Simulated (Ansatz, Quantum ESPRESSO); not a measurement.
# Screening and band shifts of Zr2CO2 MXene, 1 layer, part 6 of 7

How does Zr2CO2 MXene, 1 layer respond to a gate-like field without added charge?

Quantum ESPRESSO 7.5; plane-wave DFT, LDA, GBRV ultrasoft pseudopotentials; geometry and cross-check by Ansatz 0.2.0 with PAW datasets.

So far. Step 14 (Density by pp.x): The density integrates to 40.000 electrons, as the 40 of the input ask. Step 19 (The same in Ansatz: field 0.1 V/Å): At 0.1 V/Å Ansatz's dipole is 0.0292 e Å against 0.0292 from pw.x, under another functional.

### Step 22. Ground state, with K_POINTS = [6, 6, 1]

A sensitivity test on the input.

Level of this step: plane-wave DFT, LDA, GBRV ultrasoft pseudopotentials (Quantum ESPRESSO 7.5).

Contents of f1.w0.in:

```
&control
  prefix = 'f1.w0'
  outdir = './out'
  pseudo_dir = './pseudo'
  calculation = 'scf'
  tprnfor = .true.
  tefield = .true.
  dipfield = .true.
/
&system
  ibrav = 0
  nat = 5
  ntyp = 3
  ecutwfc = 40
  ecutrho = 200
  occupations = 'smearing'
  smearing = 'fd'
  degauss = 0.004
  edir = 3
  emaxpos = 0.97
  eopreg = 0.04
  eamp = 0.00194469
/
&electrons
  conv_thr = 1e-09
  mixing_beta = 0.4
  electron_maxstep = 120
  mixing_mode = 'plain'
/
ATOMIC_SPECIES
  O   15.9990  o_lda_v1.2.uspp.F.UPF
  Zr  91.2240  zr_lda_v1.uspp.F.UPF
  C   12.0110  c_lda_v1.2.uspp.F.UPF
CELL_PARAMETERS angstrom
  3.30647457598971 -0.00000000000000 0.00000000000000
  -1.65323728799486 2.86349097977447 0.00000000000000
  0.00000000000000 0.00000000000000 21.95294679560000
ATOMIC_POSITIONS crystal
  O   0.333333333333 0.666666666667 0.394447800191
  Zr  0.666666666667 0.333333333333 0.436312087964
  C   -0.000000000000 -0.000000000000 0.499999958775
  Zr  0.333333333333 0.666666666667 0.563687873407
  O   0.666666666667 0.333333333333 0.605552279663
K_POINTS automatic
  6 6 1 0 0 0
```

On the command line:

```console
$ OMP_NUM_THREADS=1 mpirun -n 4 pw.x -nk 2 -in f1.w0.in > f1.w0.out
```

Output:

```text
[banner, memory and clock lines left out]
Program PWSCF v.7.5 starts
[citation notice left out]

[...]
bravais-lattice index     =            0
     lattice parameter (alat)  =       6.2483  a.u.
     unit-cell volume          =    1402.6536 (a.u.)^3
     number of atoms/cell      =            5
     number of atomic types    =            3
     number of electrons       =        40.00
     number of Kohn-Sham states=           24
     kinetic-energy cutoff     =      40.0000  Ry
     charge density cutoff     =     200.0000  Ry
     scf convergence threshold =      1.0E-09
     mixing beta               =       0.4000
     number of iterations used =            8  plain     mixing
     Exchange-correlation= SLA  PZ   NOGX NOGC
                           (   1   1   0   0   0   0   0)

[...]
PseudoPot. # 1 for O  read from file:
     ./pseudo/o_lda_v1.2.uspp.F.UPF
     Pseudo is Ultrasoft + core correction, Zval =  6.0
     Generated by new atomic code, or converted to UPF format
     Using radial grid of  737 points,  5 beta functions with:
                l(1) =   0
                l(2) =   0
                l(3) =   1
                l(4) =   1
                l(5) =   2
     Q(r) pseudized with  8 coefficients,  rinner =    0.900   0.900   0.900
                                                       0.900   0.900

     PseudoPot. # 2 for Zr read from file:
     ./pseudo/zr_lda_v1.uspp.F.UPF
     Pseudo is Ultrasoft + core correction, Zval = 12.0
     Generated by new atomic code, or converted to UPF format
     Using radial grid of  887 points,  6 beta functions with:
                l(1) =   0
                l(2) =   0
                l(3) =   1
                l(4) =   1
                l(5) =   2
                l(6) =   2
     Q(r) pseudized with  6 coefficients,  rinner =    1.200   1.200   1.200
                                                       1.200   1.200

     PseudoPot. # 3 for C  read from file:
     ./pseudo/c_lda_v1.2.uspp.F.UPF
     Pseudo is Ultrasoft + core correction, Zval =  4.0
     Generated by new atomic code, or converted to UPF format
     Using radial grid of  721 points,  4 beta functions with:
                l(1) =   0
                l(2) =   0
                l(3) =   1
                l(4) =   1
     Q(r) pseudized with  8 coefficients,  rinner =    1.100   1.100   1.100

     atomic species   valence    mass     pseudopotential
     O                 6.00    15.99900     O ( 1.00)
     Zr               12.00    91.22400     Zr( 1.00)
     C                 4.00    12.01100     C ( 1.00)

     No symmetry found

[...]
number of k points=    20  Fermi-Dirac smearing, width (Ry)=  0.0040
[...]
Dense  grid:    66985 G-vectors     FFT dimensions: (  30,  30, 192)

     Smooth grid:    48107 G-vectors     FFT dimensions: (  25,  25, 180)

     Check: negative core charge=   -0.000001

     Initial potential from superposition of free atoms

     starting charge      39.9964, renormalised to      40.0000

     negative rho (up, down):  1.181E-01 0.000E+00

     Adding external electric field

     Computed dipole along edir(3) :
        Dipole                0.0000 Ry au,          0.0000 Debye
        Dipole field          0.0000 Ry au,

        E field amplitude [Ha a.u.]:  1.9447E-03
        Potential amp.        0.1549 Ry
        Total length         39.8257 bohr

     Starting wfcs are   38 randomized atomic wfcs

     per-process dynamical memory:    42.4 Mb

     Self-consistent Calculation

     iteration #  1     ecut=    40.00 Ry     beta= 0.40
     Davidson diagonalization with overlap
     ethr =  1.00E-02,  avg # of iterations =  2.0

     negative rho (up, down):  1.209E-01 0.000E+00

     Adding external electric field

     Computed dipole along edir(3) :
        Dipole                0.0893 Ry au,          0.2270 Debye
        Dipole field          0.0008 Ry au,

        E field amplitude [Ha a.u.]:  1.9447E-03
        Potential amp.        0.0912 Ry
        Total length         39.8257 bohr

     total energy              =    -274.67862016 Ry
     estimated scf accuracy    <       1.88704953 Ry

     iteration #  2     ecut=    40.00 Ry     beta= 0.40
[...]
negative rho (up, down):  1.225E-01 0.000E+00

[...]
Dipole               -0.0338 Ry au,         -0.0858 Debye
[...]
E field amplitude [Ha a.u.]:  1.9447E-03
[...]
total energy              =    -275.20287165 Ry
     estimated scf accuracy    <       0.21488461 Ry

     iteration #  3     ecut=    40.00 Ry     beta= 0.40
[...]
negative rho (up, down):  1.231E-01 0.000E+00

[...]
Dipole                0.1299 Ry au,          0.3303 Debye
[...]
E field amplitude [Ha a.u.]:  1.9447E-03
[...]
total energy              =    -275.22358819 Ry
     estimated scf accuracy    <       0.05236026 Ry

     iteration #  4     ecut=    40.00 Ry     beta= 0.40
[...]
negative rho (up, down):  1.245E-01 0.000E+00

[...]
Dipole                0.0414 Ry au,          0.1052 Debye
[...]
E field amplitude [Ha a.u.]:  1.9447E-03
[...]
total energy              =    -275.22439757 Ry
     estimated scf accuracy    <       0.03882543 Ry

     iteration #  5     ecut=    40.00 Ry     beta= 0.40
[...]
negative rho (up, down):  1.248E-01 0.000E+00

[...]
Dipole                0.0516 Ry au,          0.1312 Debye
[...]
E field amplitude [Ha a.u.]:  1.9447E-03
[...]
total energy              =    -275.22932545 Ry
     estimated scf accuracy    <       0.00867722 Ry

     iteration #  6     ecut=    40.00 Ry     beta= 0.40
[...]
negative rho (up, down):  1.249E-01 0.000E+00

[...]
Dipole                0.0553 Ry au,          0.1407 Debye
[...]
E field amplitude [Ha a.u.]:  1.9447E-03
[...]
total energy              =    -275.22865904 Ry
     estimated scf accuracy    <       0.00256974 Ry

[...]
iteration # 13     ecut=    40.00 Ry     beta= 0.40
[...]
negative rho (up, down):  1.250E-01 0.000E+00

[...]
Dipole                0.0551 Ry au,          0.1402 Debye
[...]
E field amplitude [Ha a.u.]:  1.9447E-03
[...]
total energy              =    -275.22956979 Ry
     estimated scf accuracy    <       0.00000002 Ry

     iteration # 14     ecut=    40.00 Ry     beta= 0.40
[...]
negative rho (up, down):  1.250E-01 0.000E+00

[...]
Dipole                0.0552 Ry au,          0.1402 Debye
[...]
E field amplitude [Ha a.u.]:  1.9447E-03
[...]
total energy              =    -275.22956980 Ry
     estimated scf accuracy    <          4.4E-09 Ry

     iteration # 15     ecut=    40.00 Ry     beta= 0.40
[...]
negative rho (up, down):  1.250E-01 0.000E+00

[...]
Dipole                0.0552 Ry au,          0.1402 Debye
[...]
E field amplitude [Ha a.u.]:  1.9447E-03
[...]
total energy              =    -275.22956980 Ry
     estimated scf accuracy    <          1.9E-09 Ry

     iteration # 16     ecut=    40.00 Ry     beta= 0.40
[...]
negative rho (up, down):  1.250E-01 0.000E+00

[...]
Dipole                0.0551 Ry au,          0.1402 Debye
[...]
E field amplitude [Ha a.u.]:  1.9447E-03
[...]
End of self-consistent calculation

          k = 0.0000 0.0000 0.0000 (  6023 PWs)   bands (ev):

   -48.7445 -48.7017 -27.1609 -26.8177 -26.5581 -26.5581 -26.5235 -26.5235
   -17.9528 -17.8554  -9.5406  -5.3175  -5.0492  -5.0492  -4.7311  -4.7311
    -4.2822  -1.2930  -0.0923  -0.0923   1.6665   1.6665   2.1328   3.0677

          k = 0.0000 0.1925 0.0000 (  5993 PWs)   bands (ev):

   -48.7223 -48.6837 -27.0928 -26.9111 -26.7688 -26.6672 -26.6080 -26.5579
   -17.7960 -17.7338  -9.5446  -5.2971  -4.9021  -4.8026  -4.7297  -4.5529
    -3.9329  -1.6319  -0.9953  -0.7930   1.3619   2.5193   2.6346   3.3598

[...]
the Fermi energy is     0.3420 ev

!    total energy              =    -275.22956980 Ry
     estimated scf accuracy    <          5.6E-11 Ry
     smearing contrib. (-TS)   =      -0.00000284 Ry
     internal energy E=F+TS    =    -275.22956696 Ry

     The total energy is F=E-TS. E is the sum of the following terms:
     one-electron contribution =   -2218.20862453 Ry
     hartree contribution      =    1112.13204832 Ry
     xc contribution           =     -53.39690595 Ry
     ewald contribution        =     884.24410244 Ry
     electric field correction =      -0.00018724 Ry

     convergence has been achieved in  16 iterations

     negative rho (up, down):  1.250E-01 0.000E+00

     Forces acting on atoms (cartesian axes, Ry/au):

     atom    1 type  1   force =    -0.00000003    0.00000000    0.02230505
     atom    2 type  2   force =     0.00000005   -0.00000000    0.00082046
     atom    3 type  3   force =    -0.00000000    0.00000001   -0.00128926
     atom    4 type  2   force =    -0.00000001   -0.00000002    0.00362424
     atom    5 type  1   force =    -0.00000002    0.00000001   -0.02546049

     Total force =     0.034077     Total SCF correction =     0.000029

[...]
```

Wall time 20 s (4 MPI ranks of Arm Neoverse V2, shared host); peak memory 0.57 GiB.

The changed values were drawn from a wide range, not chosen for quality; the comparison shows what they did here together.

Beside the run it was changed from:

```csv
quantity,this run,unchanged run,difference
dipole along the normal (e·Å),0.02919,0.02921,-2.1e-5
free energy (eV),-3744.689,-3744.702,0.013
wall time (s),20,48,
SCF iterations,16,10,
```

The free energy moves by +2.6 meV an atom.

This run starts from superposed atoms, the unchanged one from a saved density, so their iteration counts don't compare.

The physical values in this table move by up to 0.071 %.

[end of part 6 of 7]

[Logs are printed without paths, hosts, clocks, repeated set-up lines and the standing remarks that a program may print on its own settings, such as how far it seeks lower states.]

[Hosts, paths, dates, database ids (printed as entryN), source tags and the programs' standing remarks are cut or masked in the printed files.]

[Maps of the electrostatic potential energy from Ansatz leave out the sawtooth potential of an applied field or a dipole correction, so their vacuum need not be flat; planar profiles and work functions include it.]
